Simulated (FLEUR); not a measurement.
Records of electronic-structure calculations.

```
! title: MnHg: which magnetic order is lowest
! method: PBEsol; all-electron FLAPW, Dirac cores, scalar-relativistic bands (and 1 further level or step)
! program: FLEUR MaX-R8.1
! settings of one run: kmax 3.6 1/bohr, gmax 10.8 1/bohr, muffin tin radii Mn: 2.64, Hg: 2.64 bohr, lmax Mn: [10, 8], Hg: [10, 8], hist occupations, smearing width 0.03 eV, mixer Anderson, mixing 0.05, max iterations 90, stop 2.00e-5 me/bohr³, collinear spin, 4×8×8 k-mesh, mesh matched on, starting moments 3.5 -3.5 0 0 μB
! cost: 7 runs, 24 min in all on 2 MPI ranks of Arm Neoverse V1, shared host (the runs of this entry)
! notes: Only 5 starts were tried; other patterns of signs, canted and longer-period orders were not.
! lowest state found: antiferromagnetic (initial antiferro q=(1/2,1/2,1/2) +-)
! largest site spin moment: 3.95 μB
! next finished state: antiferromagnetic, 44.4 meV a seeded atom higher
! energy gained by spin polarisation: 1511 meV a seeded atom
! orbital moment on the atom of largest spin, along its spin (spin–orbit run): -0.0176 μB
CELL_PARAMETERS angstrom
6.63000 0.00000 0.00000
3.31500 3.31500 0.00000
3.31500 0.00000 3.31500
ATOMIC_POSITIONS crystal
Mn 0.75000 0.50000 0.50000
Mn 0.25000 0.50000 0.50000
Hg 0.00000 0.00000 0.00000
Hg 0.50000 0.00000 0.00000
```

[Logs and program files are shortened in this print: banners, set-up blocks, solver, clock and traceback lines can be left out without a mark of their own.]

[Logs are printed without paths, hosts, clocks, repeated set-up lines and the standing remarks that a program may print on its own settings, such as how far it seeks lower states.]

[Hosts, paths, dates, database ids (printed as entryN), source tags and the programs' standing remarks are cut or masked in the printed files.]

[Where a cell is said to come from a database of computed structures, the database is the Materials Project.]
